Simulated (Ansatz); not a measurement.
# Screening in WS2 (Tungstenite), part 2 of 2

How strongly does WS2 (Tungstenite) screen? Routes: perturbation theory, a sum over states and the RPA step of G0W0.

Ansatz 0.2.0; linear response on PBE, plane waves, PAW. Known limits of the many-body steps: not at the basis limit; no spin-orbit coupling; coarse k mesh.

So far. Step 2 (Response to a homogeneous field): One over ε∞ averages 0.10, well under the quarter of exact exchange in PBE0, which by this rule of thumb may open the gap too far. Step 3 (Independent-particle spectrum): The sum gives ε∞ = 14.54 and 9.33 without local fields.

### Step 4. RPA screening from the G0W0 run

Now the one-shot GW correction: screening in the RPA, then the self-energy of the levels asked for.

This step: G0W0 on PBE, plane waves, PAW.

File input.yaml:

```yaml
crystal:
  lattice:
    - [3.1532, 0.0, 0.0]
    - [-1.5766, 2.7307513032, 0.0]
    - [0.0, 0.0, 12.323]
  atoms:
    - { symbol: W, position: [0.3333333333, 0.6666666667, 0.25] }
    - { symbol: W, position: [0.6666666667, 0.3333333333, 0.75] }
    - { symbol: S, position: [0.3333333333, 0.6666666667, 0.6225] }
    - { symbol: S, position: [0.6666666667, 0.3333333333, 0.1225] }
    - { symbol: S, position: [0.3333333333, 0.6666666667, 0.8775] }
    - { symbol: S, position: [0.6666666667, 0.3333333333, 0.3775] }
kpoints:
  mp_grid: { grid: [6, 6, 2] }
hamiltonian:
  xc: pbe
scf:
  occupations: { method: fixed }
gw:
  n_empty_bands: 681
  ecut_chi: 200.0
  qp_bands: [v2, c2]
  qp_kpoints: band_edges
  screening: { model: contour_deformation }
```

Run with:

```bash
ansatz run input.yaml --threads 2 --pin off --max-ram 92160MiB --backend cuda --events-out ev --progress --plain --runs-dir out --devices 1 --max-vram 13GiB  # rebuilt from the run's record
```

Numbers of over 12 decimals in the logs are rounded to 6 here.

Output:

```text
GPUs: using 1 of 1 available (devices: 1).
[...]
GPU FFT provider: cuFFT
GPU libraries: cuBLAS 13.8.2, cuFFT 12.4.0, cuSOLVER 12.3.4
Crystal: 6 atoms, lattice volume = 106.108 Å³
Basis set: ecut = 420 eV, 2057 PW (Γ)
Bands: 32, of which v1, the nominal top of the filled ones, is band 26 counted from 1 (25 counted from 0)
Symmetry: 24 space group operations
[...]
k-points: 14 of 72
[...]
1    28     14.0758   -13.7199    -4.4439   -18.3391  0.7564    14.2516    14.2512  root
[...]
13    25     11.1204   -18.8566     0.4001   -18.0821  0.7583    10.7444    10.7460  root
    13    26     11.1204   -18.8566     0.4001   -18.0821  0.7583    10.7444    10.7460  root
    13    27     13.0734   -15.7503    -4.0670   -19.9259  0.7555    13.1822    13.1820  root
    13    28     13.0734   -15.7503    -4.0670   -19.9259  0.7555    13.1822    13.1820  root
[key lines of the parts left out:]
SCF converged after 6 iterations
Free energy (F): -24382.740073 eV
Fermi energy:    11.772355 eV
```

It took 30 s on 1 × NVIDIA H100 80GB HBM3 (shared by 6 runs) with 2 threads of AMD EPYC 7R13 (Zen 3), shared host; peak memory 2.6 GiB.

Numbers from this step:

```
bands summed                                 : 707
RPA ε∞ on this mesh (eigenvalues)            : 5.917, 13.89, 13.89
plane waves in the screening matrix          : 689
G0W0 gap on the mesh                         : 1.387 eV
k of the valence top                         : 0, 0, 0
k of the conduction bottom                   : 0.1667, 0.1667, 0
starting gap on the mesh                     : 0.9775 eV
least direct G0W0 gap on the computed points : 2.311 eV
```

The gap on the mesh goes from 0.98 eV to 1.39 eV, a correction of +0.41 eV. Between the two edge states, bare exchange in place of the xc potential would open the gap by 4.62 eV, and correlation takes back 4.21 eV.

Mean over the mesh in bins of 0.25 1/Å. The static inverse dielectric function, diagonal by length of q+G:

```
length of q+G (Å⁻¹)  static inverse dielectric function, diagonal
               0.25                                         0.182
               0.44                                         0.130
               0.76                                         0.195
               1.03                                         0.267
               1.24                                         0.332
               1.49                                         0.403
               1.75                                         0.476
               2.01                                         0.543
               2.26                                         0.602
               2.49                                         0.651
               2.75                                         0.700
               3.01                                         0.742
               3.25                                         0.775
               3.50                                         0.804
               3.75                                         0.831
               4.01                                         0.856
               4.25                                         0.877
               4.50                                         0.896
               4.75                                         0.912
               5.00                                         0.926
               5.25                                         0.938
               5.50                                         0.948
               5.75                                         0.957
               6.00                                         0.964
               6.25                                         0.971
               6.50                                         0.976
               6.75                                         0.980
               7.00                                         0.984
               7.18                                         0.986
```

### Step 5. The values together

Times are wall times on 1 × NVIDIA H100 80GB HBM3 (shared by 6 runs) with 2 threads of AMD EPYC 7R13 (Zen 3), shared host, good to a factor of about two.

```
                                          method                            mesh  ε∞, low  middle   high   mean  time
perturbation theory (local fields and xc kernel)  9×9×2 (response on 200 points)     6.15   13.85  13.85  11.29  48 s
               sum over states (no local fields)                         12×12×2     9.33   14.54  14.54  12.80  33 s
           RPA with local fields, on the GW mesh                           6×6×2     5.92   13.89  13.89  11.24  30 s
```

### Step 6. Results

```yaml
perturbation_theory_local_fields_and_xc_kernel: 6.15, 13.85, 13.85
sum_over_states_no_local_fields: 9.33, 14.54, 14.54
rpa_with_local_fields_on_the_gw_mesh: 5.92, 13.89, 13.89
```

**Reading.** Mean Born effective charge: W1 -0.5291, S3 0.2646 e. Distinct peaks of the ε₂ (xx=yy) stand at 2.8 and 4.6 eV; the one at 2.8 eV is strongest. The loss function (xx=yy) has its highest peak at 22.5 eV. The sum without local fields gives 12.80 in the mean against 11.29 by perturbation theory; local fields lower ε∞ and the xc kernel gives part of it back, though the sum also carries the error of its own mesh. The RPA values on the 6×6×2 mesh average 1.00 times those of perturbation theory (means 11.24 and 11.29, which can hide unlike anisotropies). Without the xc kernel RPA should lie a little lower; here the means agree. PBE usually puts the gap too low, which tends to raise ε∞. Ions are clamped, so the lattice part of the static constant is not in these numbers.

[Paths, hosts, dates, memory and timing lines, banners, echoed tables and standing remarks are left out of the program output.]

[Logs are printed without paths, hosts, clocks, repeated set-up lines and the standing remarks that a program may print on its own settings, such as how far it seeks lower states.]

[Runs of the session that timed out or met a known fault of the program may be left out.]

[Cells called generated may have been cut or substituted from an entry of the Crystallography Open Database or the Materials Project.]

[Hosts, paths, dates, database ids (printed as entryN), source tags and the programs' standing remarks are cut or masked in the printed files.]
